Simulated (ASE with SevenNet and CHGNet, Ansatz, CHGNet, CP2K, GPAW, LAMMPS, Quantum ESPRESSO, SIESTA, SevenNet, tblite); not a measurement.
**Glassy 53P2O5-24SrO-24Li2O (mol %) (83 atoms) in machine-learned potentials**

Wanted: machine-learned potentials inputs and outputs for glassy 53P2O5-24SrO-24Li2O (mol %) (83 atoms), checked against a plane-wave reference.

Program: ASE with SevenNet and CHGNet. Level of theory: the method is named at each step. Results are calculated unless marked as measured.

**1. Starting point**

The cell holds 83 atoms: 18 P, 4 Sr, 8 Li and 53 O. Its edges and angles: a = 10.375 Å, b = 10.375 Å, c = 10.375 Å, α = 90.0°, β = 90.0°, γ = 90.0°. 83 atoms (18 P, 4 Sr, 8 Li, 53 O) placed at random at 2.74 g/cm³, melted at 4000 K for 10 ps at fixed volume with the Morse and Coulomb pair potential with partial charges (Pedone, Malavasi, Menziani, Cormack and Segre, J. Phys. Chem. B 110, 11780 (2006)). Quenched from 4000 K to 300 K at 20 K/ps and fixed volume, held 10 ps at zero pressure, then minimised at fixed cell.

The yardstick, on the same geometry:

```
method                                           : Kohn-Sham DFT, PBE, PAW, plane waves (Ansatz 0.2.0); cutoff 420 eV, Γ point, fermi-dirac smearing of 0.05 eV; PAW set soft_2
r.m.s. force component                           : 1.226 eV/Å
longest force                                    : 4.925 eV/Å
pressure                                         : 2.124 GPa
gap (highest filled to lowest empty level) : 2.263 eV
SCF cycles                                       : 9
time                                             : 16 s on 4 threads of Arm Neoverse V1, shared host
CPU time                                         : 59 s
```

**2. SevenNet l3i5 potential**

Method: machine-learned interatomic potential SevenNet l3i5, trained on PBE(+U) plane-wave data.

Input file run.py:

```python
import numpy as np
from ase.io import read
import mlip  # loads the published weights by name

atoms = read("structure.xyz")
atoms.calc = mlip.calc("7net-l3i5")
energy = atoms.get_potential_energy()
forces = atoms.get_forces()
print(f"energy {energy:.6f} eV")
print("forces (eV/A)")
for i, (a, f) in enumerate(zip(atoms, forces)):
    print(f"{i:4d} {a.symbol:2s} {f[0]:10.5f} {f[1]:10.5f} {f[2]:10.5f}")
stress = -atoms.get_stress(voigt=False) * 160.21766
print("stress (GPa, compression positive)")
for row in stress:
    print(" ".join(f"{x:10.4f}" for x in row))
```

Input file structure.xyz:

```xyz
83
Lattice="10.37499 0.00000 0.00000 0.00000 10.37499 0.00000 0.00000 0.00000 10.37499" Properties=species:S:1:pos:R:3 pbc="T T T"
P 7.11154 9.11474 0.64076
P 2.47568 3.37851 7.41086
P 3.40393 7.65218 3.27445
P 0.78549 9.29412 7.49303
P 4.62735 5.02450 6.35323
P 7.48203 0.97764 6.99171
P 5.62231 6.47306 1.43445
P 7.87586 2.49021 2.79658
P 1.90298 3.56288 2.57870
P 4.60079 0.56865 0.55579
P 3.07318 8.64486 9.44010
P 8.41017 8.09073 4.93694
P 9.77812 0.23738 3.78656
P 9.61606 5.57469 8.70389
P 0.90522 8.80266 1.75213
P 10.32239 1.87082 7.62178
P 5.17349 7.90325 7.32941
P 8.23048 8.33879 8.11542
Sr 9.29858 5.53547 2.22855
Sr 6.82446 3.64702 9.60745
Sr 0.85770 5.93066 5.36667
Sr 3.54399 0.80780 4.62828
Li 2.02873 5.60415 0.07107
Li 6.91317 5.07866 4.11285
Li 5.73716 9.59147 4.75237
Li 10.00315 3.14383 0.37651
Li 4.87573 2.31165 8.29231
Li 0.84618 1.21709 0.35929
Li 4.92065 3.28047 3.55800
Li 3.81634 3.99001 0.04440
O 9.85863 8.85433 8.17528
O 10.36856 7.67770 1.40944
O 7.81683 8.91699 9.67281
O 10.22061 1.98328 9.12138
O 5.21364 4.66771 5.03135
O 2.68142 7.51035 10.31606
O 6.40635 2.16682 2.76462
O 0.24070 9.80229 2.76193
O 2.97409 6.64217 4.28674
O 5.30318 4.31413 7.50516
O 2.57860 3.81385 8.83534
O 3.94779 0.51833 1.88493
O 6.65877 5.80398 2.28457
O 6.95622 8.03470 4.60867
O 0.47818 5.91831 7.90356
O 0.90947 4.41414 3.35102
O 6.87395 0.93167 5.63746
O 6.66396 1.60397 8.07371
O 8.80391 1.28567 3.21220
O 5.29176 5.57355 0.28189
O 8.00213 9.41862 1.77485
O 3.79538 9.88571 10.04092
O 4.66345 1.90941 10.27083
O 3.28161 2.14192 7.09639
O 9.23291 7.03580 4.26910
O 1.00689 8.63842 6.17800
[... 23 atom lines left out ...]
O 6.28704 7.80376 0.89339
O 5.99726 10.20671 0.53327
O 8.15920 3.61828 3.75813
O 4.79906 6.54849 6.67994
```

Started as:

```bash
> OMP_NUM_THREADS=1 python run.py > output.txt
```

Log:

```text
energy -560.244385 eV
forces (eV/A)
   0 P     1.18210   -0.21391    1.91798
   1 P     2.60904   -1.93785    3.28226
   2 P     0.05920    0.62820    2.41840
   3 P    -2.45165   -1.70598   -2.10539
   4 P     3.07874   -2.79715    1.68900
   5 P    -1.70523   -2.27177    0.32857
   6 P     1.58614   -0.52752    0.01097
   7 P    -1.66598    1.97341   -0.35493
   8 P    -0.30604   -0.18394   -1.01724
   9 P    -0.95813   -0.26579    2.52211
  10 P     0.26150   -1.77983    2.23672
  11 P    -2.26553   -0.47839    0.21711
  12 P     1.73482    0.83782    2.21828
  13 P     1.25038   -1.35052   -1.79729
  14 P    -0.97015   -0.63881   -3.00181
  15 P    -1.02080   -1.39051    3.74640
  16 P     0.82461    3.20567   -0.28222
  17 P     0.34081    0.57335   -2.05367
  18 Sr    0.12184    0.13468   -0.32478
  19 Sr    1.15412    0.31757   -0.26392
  20 Sr    0.13943    0.43261    0.29484
  21 Sr   -1.32437    0.23704   -0.45351
  22 Li   -0.56177    0.23322   -0.01621
  23 Li   -0.16149    0.03860    0.08149
[...]
75 O    -1.95397    0.81676   -2.60848
  76 O     0.36310   -0.92458    0.52415
  77 O    -0.29905   -0.06765   -1.22477
  78 O     1.12297    1.18660   -1.81707
  79 O    -0.80428   -0.20476   -0.81233
  80 O     0.34921    0.81739   -0.90173
  81 O     0.62437    1.28334    0.98821
  82 O    -0.85809    0.70936   -0.61984
stress (GPa, compression positive)
    2.2512    -0.0644     0.1997
   -0.0644     0.6882     0.3209
    0.1997     0.3209     1.7799
```

The job ended after 9.7 s (1 thread of Arm Neoverse V1, shared host; peak memory 1.6 GiB).

Banners, paths, timers and routine set-up lines are dropped from the logs unmarked, and long logs keep their key lines alone; longer cuts are marked.

Compared with the plane-wave run:

```yaml
r_m_s_force_component: 1.162 eV/Å
r_m_s_difference_of_force_components: 97.48 meV/Å
longest_difference_of_force_vectors: 430.8 meV/Å
force_difference_over_r_m_s_force: 7.951 %
slope_of_forces_against_the_reference_s: 0.9463
correlation_of_force_components: 0.9981
pressure: 1.573 GPa
pressure_difference: -0.5511 GPa
```

Length of the force difference by element (eV/Å):

| element | atoms | mean | most |
| --- | --- | --- | --- |
| Li | 8 | 0.11 | 0.20 |
| O | 53 | 0.15 | 0.43 |
| P | 18 | 0.16 | 0.35 |
| Sr | 4 | 0.14 | 0.19 |

A closer look about Sr21, one of the 4 Sr atoms: 9 atoms, nearest first, numbered in the order of the input, with positions taken from that point.

| atom | x | y | z | distance (Å) | bonds | Fx | Fy | Fz (eV/Å) |
| --- | --- | --- | --- | --- | --- | --- | --- | --- |
| Sr21 | 0.00 | 0.00 | 0.00 | 0.00 | 6 | 0.14 | 0.43 | 0.29 |
| O39 | 2.12 | 0.71 | -1.08 | 2.48 | 2 | -0.55 | -0.62 | -0.19 |
| O46 | 0.05 | -1.52 | -2.02 | 2.52 | 3 | -1.54 | 1.65 | 1.40 |
| O55 | -2.00 | 1.11 | -1.10 | 2.53 | 3 | 1.38 | -1.38 | -0.42 |
| O45 | -0.38 | -0.01 | 2.54 | 2.57 | 2 | 1.02 | 0.42 | -0.69 |
| O56 | 0.15 | 2.71 | 0.81 | 2.83 | 2 | 0.54 | 0.21 | 0.17 |
| O75 | 2.27 | -1.41 | 1.18 | 2.92 | 3 | -2.48 | 2.26 | -2.39 |
| O76 | 0.13 | -3.00 | 1.78 | 3.49 | 2 | -1.95 | 0.82 | -2.61 |
| O67 | -2.71 | 1.95 | 1.10 | 3.51 | 2 | 0.97 | -0.74 | 1.32 |

Atoms are counted from 1 here, from 0 in the log.

Forces lie 8.0 % from the reference's, at 0.16 times its CPU time (on 1 against 4 cores).

**3. CHGNet r2SCAN potential**

Method: machine-learned interatomic potential CHGNet r2SCAN, trained on r2SCAN plane-wave data.

run.py: that of step 2 with these lines changed.

```diff
@@ -5,3 +5,3 @@
 atoms = read("structure.xyz")
-atoms.calc = mlip.calc("7net-l3i5")
+atoms.calc = mlip.calc("chgnet-r2scan")
 energy = atoms.get_potential_energy()
```

structure.xyz is that of step 2.

Log:

```text
CHGNet vr2scan initialized with 412,525 parameters
CHGNet will run on cpu
energy -760.714783 eV
forces (eV/A)
   0 P     1.10428   -0.11416    1.89903
   1 P     2.85549   -1.86558    3.22005
   2 P    -0.00120    0.39184    2.37806
   3 P    -1.73623   -1.14619   -2.25111
   4 P     2.86748   -2.39189    0.88056
   5 P    -1.35243   -2.40307    0.24226
   6 P     1.35354   -0.84334   -0.25577
   7 P    -1.52366    1.75641   -0.47136
   8 P    -0.17157   -0.09445   -0.44271
   9 P    -1.09590   -0.09524    2.09493
  10 P     0.38547   -1.76623    2.12158
  11 P    -1.74801   -0.44196    0.27506
  12 P     1.64886    0.80052    2.57678
  13 P     0.96783   -0.99301   -1.55480
  14 P    -0.66633   -0.83485   -2.68131
  15 P    -0.77759   -1.82132    3.33186
  16 P     0.61339    2.50748   -0.15902
  17 P     0.04664    0.85028   -2.29106
  18 Sr    0.07181    0.11563   -0.21951
  19 Sr    0.79659    0.21124   -0.14351
  20 Sr    0.08514    0.37158    0.13006
  21 Sr   -0.85324    0.12097   -0.27523
  22 Li   -0.30309    0.08898    0.01674
  23 Li   -0.13372   -0.01252   -0.05216
[...]
75 O    -1.87046    0.68673   -2.10141
  76 O     0.26635   -0.52259    0.50960
  77 O    -0.16585   -0.62277   -0.64071
  78 O     0.73158    0.73728   -1.35586
  79 O    -0.45597    0.02506   -0.46643
  80 O     0.31758    0.27507   -0.61549
  81 O     0.28872    0.59458    0.43749
  82 O    -0.64303    0.60760   -0.34353
stress (GPa, compression positive)
   -1.6273     0.0298     0.1498
    0.0298    -3.1488     0.0929
    0.1498     0.0929    -2.6966
```

Run time: 3.3 s. Hardware: 1 thread; peak memory 1.1 GiB.

Compared with the plane-wave run:

| Property | Result |
| --- | --- |
| r.m.s. force component | 0.9621 eV/Å |
| r.m.s. difference of force components | 448.7 meV/Å |
| longest difference of force vectors | 1395 meV/Å |
| force difference over r.m.s. force | 36.6 % |
| slope of forces against the reference's | 0.7409 |
| correlation of force components | 0.9442 |
| pressure | -2.491 GPa |
| pressure difference | -4.615 GPa |

Against the first run (8.0 %), the force difference from the reference is 37 %, at 0.33 times the CPU time; this potential was trained at another functional than the reference's, which explains only part of so large a difference.

**4. CHGNet 0.3.0 potential**

Method: machine-learned interatomic potential CHGNet 0.3.0, trained on PBE(+U) plane-wave data.

run.py: that of step 3 with these lines changed.

```diff
@@ -5,3 +5,3 @@
 atoms = read("structure.xyz")
-atoms.calc = mlip.calc("chgnet-r2scan")
+atoms.calc = mlip.calc("chgnet-0.3.0")
 energy = atoms.get_potential_energy()
```

structure.xyz is that of step 3.

Log:

```text
CHGNet v0.3.0 initialized with 412,525 parameters
CHGNet will run on cpu
energy -599.453918 eV
forces (eV/A)
   0 P     1.11647   -0.04718    1.91288
   1 P     3.16540   -2.25463    3.64041
   2 P     0.02726    0.41488    2.54500
   3 P    -2.01118   -1.49976   -2.38124
   4 P     3.34887   -2.75813    1.58189
   5 P    -1.63852   -2.82310    0.45535
   6 P     1.49992   -0.80242   -0.20148
   7 P    -1.72532    1.79708   -0.49436
   8 P    -0.29620   -0.15877   -0.59887
   9 P    -1.08959   -0.37682    2.43620
  10 P     0.36773   -1.84852    2.23670
  11 P    -2.15297   -0.46826    0.44984
  12 P     1.84357    0.85452    2.70073
  13 P     1.04252   -1.08283   -1.92363
  14 P    -0.70546   -0.69546   -3.00985
  15 P    -0.79990   -1.86792    4.05096
  16 P     0.89243    2.93713   -0.21261
  17 P     0.06023    0.85303   -2.09923
  18 Sr    0.11309    0.15990   -0.29009
  19 Sr    0.97750    0.27185   -0.23114
  20 Sr    0.07584    0.43928    0.21504
  21 Sr   -1.04014    0.16514   -0.29436
  22 Li   -0.44533    0.17264   -0.03844
  23 Li   -0.13524    0.07517    0.02384
[...]
75 O    -2.15905    1.05579   -2.86038
  76 O     0.38227   -0.73227    0.55398
  77 O    -0.43532    0.00001   -1.35407
  78 O     1.09363    1.13856   -1.76843
  79 O    -0.73345   -0.10909   -0.67704
  80 O     0.35870    0.57373   -0.84032
  81 O     0.58732    1.20235    1.02111
  82 O    -0.85083    0.81494   -0.60097
stress (GPa, compression positive)
    3.2890     0.2077     0.1295
    0.2077     1.6068     0.1881
    0.1295     0.1881     2.3789
```

Run time: 3.3 s. Hardware: 1 thread; peak memory 1.1 GiB.

Against the reference:

* r.m.s. force component: 1.175 eV/Å
* r.m.s. difference of force components: 179.1 meV/Å
* longest difference of force vectors: 769 meV/Å
* force difference over r.m.s. force: 14.61 %
* slope of forces against the reference's: 0.9488
* correlation of force components: 0.9898
* pressure: 2.425 GPa
* pressure difference: 0.3007 GPa

Against the first run (8.0 %), the force difference from the reference is 15 %, at 0.34 times the CPU time.

**5. Side by side**

Differences are against the plane-wave reference, forces as r.m.s. over components; share is that over the reference's r.m.s. force, slope the least-squares factor from reference forces to these. Total energies of different programs have different zeros and aren't compared.

| run | Δ force, r.m.s. (meV/Å) | share (%) | slope | Δ pressure (GPa) | cores | CPU time | memory (GiB) |
| --- | --- | --- | --- | --- | --- | --- | --- |
| reference | - | - | - | - | 4 | 59 s | 1.4 |
| SevenNet l3i5 potential | 97.5 | 7.95 | 0.946 | -0.551 | 1 | 9.6 s | 1.6 |
| CHGNet r2SCAN potential | 449 | 36.6 | 0.741 | -4.62 | 1 | 3.2 s | 1.1 |
| CHGNet 0.3.0 potential | 179 | 14.6 | 0.949 | 0.301 | 1 | 3.2 s | 1.1 |

Times of the machine-learned potentials are mostly Python's start and the loading of weights.

CPU time is summed over cores on a shared host, where runs went side by side, so it is rough. Symmetry, cutoffs, thresholds, outputs and thread counts weren't matched or tuned between programs; memory under MPI is the largest rank's times the ranks.

**6. Summary of results**

```json
{
 "nearest in forces": "SevenNet l3i5 potential, 8.0 %",
 "its CPU time": "9.6 s"
}
```

**Reading.** Machine-learned potentials differ by 8.0 % (SevenNet l3i5 potential) to 37 % (CHGNet r2SCAN potential); they were trained on other programs' data, some at another functional. Machine-learned potentials mimic data converged in k, so the reference's own k-point error enters their differences. The quench rate of 20 K/ps is many orders above laboratory rates, so the cell is likely richer in defects and strain than a real sample. The network of bonds at the start is that of the classical potential that made the cell, and needn't be the one that DFT or experiment would give. The reference's pressure of 2.1 GPa belongs to a cell and atoms that aren't relaxed at this level. The electronic-structure runs sample only Γ, in a cell whose shortest periodic width is 10 Å.

[Also dropped from logs without a mark: logging warnings of Python, and SIESTA's first energy breakdown and zero terms.]

[Logs are printed without paths, hosts, clocks, repeated set-up lines and the standing remarks that a program may print on its own settings, such as how far it seeks lower states.]

[Hosts, paths, dates, database ids (printed as entryN), source tags and the programs' standing remarks are cut or masked in the printed files.]
